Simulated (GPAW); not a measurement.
# SnTe3: optical spectrum from first principles, part 2 of 2

Aim: the dielectric function of SnTe3, and the optical constants that follow from it.

GPAW 26.7.0; DFT, revPBE, plane-wave PAW (GPAW data sets), scalar-relativistic, RPA, optical limit.

So far. Step 2 (Ground state): There are states at the Fermi level within the smearing, so the occupations stay smeared and the carriers get a Drude term.

**4. Dielectric function, RPA**

Local fields let the induced charge screen the field inside the cell, which as a rule lowers ε, most along directions where the density is uneven.

This step: DFT, revPBE, plane-wave PAW (GPAW data sets), scalar-relativistic, RPA, optical limit (GPAW 26.7.0).

df.py reads:

```python
from gpaw.response.df import DielectricFunction

df = DielectricFunction('full.gpw', frequencies={'type': 'nonlinear', 'domega0': 0.03, 'omega2': 8},
                        ecut=80,
                        eta=0.15,
                        nbands=70,
                        rate=0.2,
                        txt='df.txt')
for direction in ['x']:
    df.get_dielectric_function(xc='RPA', direction=direction, filename=f'df_{direction}.csv')
```

Started as:

```bash
> OMP_NUM_THREADS=1 python df.py
```

The program printed:

```text
Using integrator: PointIntegrator
NonLinearFrequencyDescriptor(from 0.000 to 53.065 eV, 473 points)
Nonperiodic BCs:  [False False False]
Using integrator: PointIntegrator
NonLinearFrequencyDescriptor(from 0.000 to 53.065 eV, 473 points)
Nonperiodic BCs:  [False False False]
Using integrator: PointIntegrator

Calculating chi0 body with:
    Ground state adapter containing:
    Number of spins: 1
    Number of kpoints: 512
    Number of irreducible kpoints: 29
    Number of completely occupied states: 13
    Number of partially occupied states: 18

    Linear response parametrization:
    q_c: [0.0, 0.0, 0.0]
    Number of frequency points: 473
    Planewave cutoff: 80.0
    Number of bands: 70
    Number of planewaves: 169
    Broadening (eta): 0.15

Integrating chi0 body.

Symmetries of q_c:
    Direct symmetries (Uq -> q): 48
    Indirect symmetries (TUq -> q): 0
In total 48 allowed symmetries.

29 groups of equivalent kpoints. 94.3359375% reduction.

Integral kind: spectral function

Calculating chi0 optical extensions with:
    Ground state adapter containing:
    Number of spins: 1
    Number of kpoints: 512
    Number of irreducible kpoints: 29
    Number of completely occupied states: 13
    Number of partially occupied states: 18

    Linear response parametrization:
    Number of frequency points: 473
    Planewave cutoff: 80.0
    Number of bands: 70
    Number of planewaves: 169
    Broadening (eta): 0.15
Integrating chi0 head and wings.

Symmetries of q_c:
    Direct symmetries (Uq -> q): 48
    Indirect symmetries (TUq -> q): 0
In total 48 allowed symmetries.

29 groups of equivalent kpoints. 94.3359375% reduction.

Integral kind: spectral function wings

Calculating drude chi0 with:
    Number of frequency points:473
    Plasma frequency decay rate: 0.2 eV

    Ground state adapter containing:
    Number of spins: 1
    Number of kpoints: 512
    Number of irreducible kpoints: 29
    Number of completely occupied states: 13
    Number of partially occupied states: 18

Symmetries of q_c:
    Direct symmetries (Uq -> q): 48
    Indirect symmetries (TUq -> q): 0
In total 48 allowed symmetries.

29 groups of equivalent kpoints. 94.3359375% reduction.

Integral kind: intraband
Plasma frequency:
[[5.28-0.j 0.  -0.j 0.  -0.j]
 [0.  -0.j 5.28-0.j 0.  +0.j]
 [0.  -0.j 0.  +0.j 5.28-0.j]]
```

The job ended after 41 s (1 thread of Arm Neoverse V2, shared host; peak memory 0.88 GiB).

This step gave:

```
centre of weight of the strongest loss peak in the window : 16.89 eV
```

Some rows of df_x.csv (energy; Re and Im without local fields; Re and Im with them):

```text
0.000000, 1006.306008, -0.000000, 999.453567, -0.000000
0.555532, -69.133900, 158.155509, -69.714902, 157.329033
1.143969, -26.304237, 50.265228, -26.960603, 49.403245
1.768324, -17.445095, 23.733876, -18.091618, 22.948204
2.431988, -9.881114, 11.754485, -10.505988, 11.230719
3.138794, -8.650109, 10.666085, -8.792878, 10.083084
3.893091, -7.436458, 7.677207, -7.315413, 7.100910
4.699832, -4.577946, 3.296051, -4.745879, 2.972391
5.564682, -2.100123, 4.817353, -1.999721, 4.026041
6.494155, -3.459167, 3.480898, -3.126964, 3.263652
7.495775, -2.516102, 3.566732, -1.978987, 3.342192
8.578281, -1.501494, 1.691454, -1.417112, 1.483717
9.751884, -1.179965, 1.363845, -1.088374, 1.160251
11.028587, -0.735667, 1.178990, -0.681788, 1.040593
12.422601, -0.734977, 1.062404, -0.296898, 0.900425
13.950874, -0.449474, 0.477051, -0.279886, 0.589863
15.633783, -0.202595, 0.326546, -0.091600, 0.467736
17.496047, 0.050981, 0.213097, 0.096982, 0.299202
19.567954, 0.297909, 0.152491, 0.340705, 0.198355
21.887015, 0.478084, 0.194266, 0.524047, 0.245689
24.500258, 0.537898, 0.327564, 0.555690, 0.283073
```

The Im ε, E ∥ x has structure finer than the step of the table below, so its rows give means over 1 eV, whole bins alone (the curve runs from 0.619 to 25.0 eV). Peaks (eV: height): 2.7: 15.0.

Sum at mesh points, not converged in k. The Im ε, E ∥ x by photon energy; means over each step:

| photon energy (eV) | Im ε, E ∥ x |
| --- | --- |
| 2 | 20.0 |
| 3 | 11.4 |
| 4 | 6.47 |
| 5 | 3.10 |
| 6 | 3.70 |
| 7 | 2.63 |
| 8 | 2.11 |
| 9 | 1.47 |
| 10 | 1.13 |
| 11 | 1.08 |
| 12 | 0.841 |
| 13 | 0.803 |
| 14 | 0.627 |
| 15 | 0.552 |
| 16 | 0.405 |
| 17 | 0.384 |
| 18 | 0.256 |
| 19 | 0.241 |
| 20 | 0.208 |
| 21 | 0.198 |
| 22 | 0.233 |
| 23 | 0.201 |
| 24 | 0.266 |

Values under 1 per cm are given as 1; sum at mesh points, not converged in k. The absorption coefficient, E ∥ x by photon energy:

```csv
photon energy (eV),"absorption coefficient, E ∥ x (1/cm)"
1.01,7.1e5
1.99,9.2e5
3.02,1.1e6
3.98,1.2e6
4.98,9.8e5
6.02,9.9e5
6.99,9.7e5
8.03,1.3e6
9.02,1.1e6
10.03,1.1e6
11.03,1.1e6
12.02,9.5e5
13.00,9.8e5
14.04,9.2e5
14.96,8.4e5
16.03,6.6e5
16.96,7.0e5
18.05,4.2e5
18.97,4.0e5
20.06,3.4e5
20.95,3.0e5
22.02,3.9e5
23.01,2.8e5
24.04,4.2e5
```

The loss function −Im 1/ε at q → 0, E ∥ x has structure finer than the step of the table below, so its rows give means over 1 eV, whole bins alone (the curve runs from 0.619 to 25.0 eV). Peaks (eV: height): 15.9: 2.79, 17.6: 3.06.

Sum at mesh points, not converged in k. Loss function −Im 1/ε at q → 0, E ∥ x against energy loss; means over each step:

| energy loss (eV) | loss function −Im 1/ε at q → 0, E ∥ x |
| --- | --- |
| 2 | 0.0310 |
| 3 | 0.0567 |
| 4 | 0.0695 |
| 5 | 0.154 |
| 6 | 0.195 |
| 7 | 0.257 |
| 8 | 0.240 |
| 9 | 0.397 |
| 10 | 0.554 |
| 11 | 0.684 |
| 12 | 0.962 |
| 13 | 1.09 |
| 14 | 1.43 |
| 15 | 1.77 |
| 16 | 2.41 |
| 17 | 2.50 |
| 18 | 2.40 |
| 19 | 1.68 |
| 20 | 1.07 |
| 21 | 0.783 |
| 22 | 0.744 |
| 23 | 0.577 |
| 24 | 0.664 |

The Im ε, E ∥ x has structure finer than the step of the table below, so its rows give means over 1 eV, whole bins alone (the curve runs from 0.619 to 25.0 eV). Peaks (eV: height): without local fields 2.7: 16.1; with local fields 2.7: 15.0.

Sum at mesh points, not converged in k. Table of Im ε, E ∥ x by photon energy; means over each step:

| photon energy (eV) | without local fields | with local fields |
| --- | --- | --- |
| 2 | 20.7 | 20.0 |
| 3 | 12.2 | 11.4 |
| 4 | 6.97 | 6.47 |
| 5 | 3.59 | 3.10 |
| 6 | 4.27 | 3.70 |
| 7 | 3.02 | 2.63 |
| 8 | 2.21 | 2.11 |
| 9 | 1.68 | 1.47 |
| 10 | 1.39 | 1.13 |
| 11 | 1.30 | 1.08 |
| 12 | 1.12 | 0.841 |
| 13 | 0.800 | 0.803 |
| 14 | 0.507 | 0.627 |
| 15 | 0.444 | 0.552 |
| 16 | 0.310 | 0.405 |
| 17 | 0.287 | 0.384 |
| 18 | 0.200 | 0.256 |
| 19 | 0.188 | 0.241 |
| 20 | 0.162 | 0.208 |
| 21 | 0.148 | 0.198 |
| 22 | 0.171 | 0.233 |
| 23 | 0.139 | 0.201 |
| 24 | 0.258 | 0.266 |

Sum at mesh points, not converged in k. Reflectivity at normal incidence, E ∥ x against photon energy; read off at these points:

| photon energy (eV) | reflectivity at normal incidence, E ∥ x (%) |
| --- | --- |
| 1.00 | 78.2 |
| 1.50 | 77.0 |
| 2.00 | 71.2 |
| 2.50 | 63.4 |
| 3.00 | 65.9 |
| 3.50 | 61.5 |
| 4.00 | 65.8 |
| 4.50 | 67.8 |
| 4.61 | 68.4 |
| 5.00 | 57.2 |
| 5.50 | 41.8 |
| 5.87 | 49.5 |
| 6.00 | 43.3 |
| 6.50 | 53.7 |
| 6.66 | 57.3 |
| 7.00 | 37.2 |
| 7.50 | 43.0 |
| 7.79 | 54.1 |
| 8.00 | 52.2 |
| 8.50 | 47.8 |
| 9.00 | 43.8 |
| 9.50 | 42.5 |
| 10.00 | 41.5 |
| 10.50 | 32.7 |
| 11.00 | 35.8 |
| 11.50 | 36.3 |
| 12.00 | 29.3 |
| 12.50 | 26.6 |
| 13.00 | 27.6 |
| 13.50 | 27.0 |
| 14.00 | 30.8 |
| 14.50 | 24.4 |
| 15.00 | 22.2 |
| 15.50 | 24.9 |
| 16.00 | 21.6 |
| 16.50 | 15.8 |
| 17.00 | 18.0 |
| 17.50 | 18.3 |
| 18.00 | 12.7 |
| 18.50 | 9.52 |
| 19.00 | 8.69 |
| 19.50 | 7.23 |
| 20.00 | 5.29 |
| 20.50 | 4.86 |
| 21.00 | 3.87 |
| 21.50 | 3.04 |
| 22.00 | 3.24 |
| 22.50 | 3.30 |
| 23.00 | 2.36 |
| 23.50 | 2.09 |
| 24.00 | 2.57 |
| 24.50 | 2.78 |

At chosen wavelengths:

| wavelength (nm) | n | k | R (%) | 1/α |
| --- | --- | --- | --- | --- |
| 1064 | 3.79 | 6.386 | 76.2 | 13 nm |
| 800 | 2.68 | 5.741 | 77.0 | 11 nm |
| 532 | 1.59 | 4.011 | 72.1 | 11 nm |
| 450 | 2.02 | 3.637 | 63.8 | 9.8 nm |
| 365 | 1.46 | 3.046 | 62.0 | 9.5 nm |
| 308 | 1.09 | 2.918 | 66.1 | 8.4 nm |
| 193 | 0.93 | 1.977 | 51.2 | 7.8 nm |

A polished face would reflect 71 % of daylight and look faintly yellow (CIE x = 0.323, y = 0.343 under D65).

**5. What came out**

| Quantity | Value |
| --- | --- |
| centre of weight of the strongest loss peak in the window, first axis | 16.9 eV |

At this level (revPBE, RPA) SnTe3 is a metal. The mesh is too coarse to trust the carriers' weight, the reflectivity or the colour to better than tens of per cent. A polished face would reflect 71 % of daylight and look faintly yellow (CIE x = 0.323, y = 0.343 under D65). The carriers' damping of 0.2 eV is typed, not computed; it shapes the response at the lowest energies. Spin-orbit coupling is left out although heavy atoms are present. GPAW's carrier term has the form −ωp²/(ω + i·rate)², which damps like twice the rate and fails at low energy, so the curves leave the lowest energies out. The sum runs over mesh points 0.18 Å⁻¹ apart with no interpolation, so peaks are partly noise of the mesh, and the Drude plasma energy, a sum over the Fermi surface, isn't converged.

[Machine, clock and banner lines and Python warnings are left out of the logs.]

[Logs are printed without paths, hosts, clocks, repeated set-up lines and the standing remarks that a program may print on its own settings, such as how far it seeks lower states.]

[Hosts, paths, dates, database ids (printed as entryN), source tags and the programs' standing remarks are cut or masked in the printed files.]
